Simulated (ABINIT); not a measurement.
```
Beyond one shot: Tellurium (P3_121, 3 atoms a cell)
1.0
     4.45400    0.00000    0.00000
    -2.22700    3.85728    0.00000
     0.00000    0.00000    5.92400
Te
3
Direct
  0.26900 0.00000 0.33333
  0.00000 0.26900 0.66667
  0.73100 0.73100 0.00000
# method: RPA screening on PBE from quasiparticle energies and orbitals, plane waves, norm-conserving pseudopotentials (and 4 further levels or steps)
# program: ABINIT 10.8.3
# settings: cutoff 39 Ha, PseudoDojo scalar-relativistic 0.4 stringent, norm-conserving, potential set dojo-sr-pbe-0.4-stringent, ngkpt (3, 3, 2), nband 112, ecuteps 4 Ha, gwcalctyp 28, inclvkb 2, shiftk (0, 0, 0), symchi 1, awtr 1, frequency ppm, cycle 5, q points all but q = 0, 3×3×2 k-mesh
# cost: 16 runs, 14 min in all on 4 MPI ranks of Arm Neoverse V1, shared host
# notes: The database entry behind the starting cell differs from other determinations of this structure. The program’s warnings: nkpt*nsppol () is not a multiple of nproc spkpt (). The cell and positions come from the Crystallography Open Database and are kept as given unless a step says otherwise. Limits: no spin-orbit coupling. The 3×3×2 mesh is coarse for this cell, which bears on the long-range parts of exchange and screening. On this mesh the RPA ε∞ passes 90, more than nearly any semiconductor shows; a coarse mesh does this where one point with a narrow direct gap carries much weight. The screening is then too strong, and the G0W0 gap should not be taken as the material’s.
# G0W0: 0.426 eV
# QSGW, cycle 1: 0.493 eV
# QSGW, cycle 2: 0.509 eV
# QSGW, cycle 3: 0.505 eV
# QSGW, cycle 4: 0.498 eV
# QSGW, cycle 5: 0.494 eV
```

[Long decimals in the printed logs are rounded to 6 places.]

[Logs are printed without paths, hosts, clocks, repeated set-up lines and the standing remarks that a program may print on its own settings, such as how far it seeks lower states.]

[Paths, hosts, dates, memory and timing lines, banners, echoed tables and standing remarks are left out of the program output; an Ansatz launch command may be rebuilt from the run's recorded settings. Measured values are a selection of at most five: reports struck by readers or far from the other reports are left out. None is set beside runs whose start may be inverted or whose files or cutoffs have a known fault.]

[Runs of the session that timed out or met a known fault of the program may be left out.]

[Hosts, paths, dates, database ids (printed as entryN), source tags and the programs' standing remarks are cut or masked in the printed files.]

[G0W0 gaps are taken among the corrected bands and points alone; a level outside them can change the order at an edge.]

[Where Ansatz stands beside ABINIT at settings called matched, ABINIT's density can come from a denser mesh and the files from another edition; pairs whose starting gaps differed by over 0.03 eV were left out, so agreement reads better than it is.]
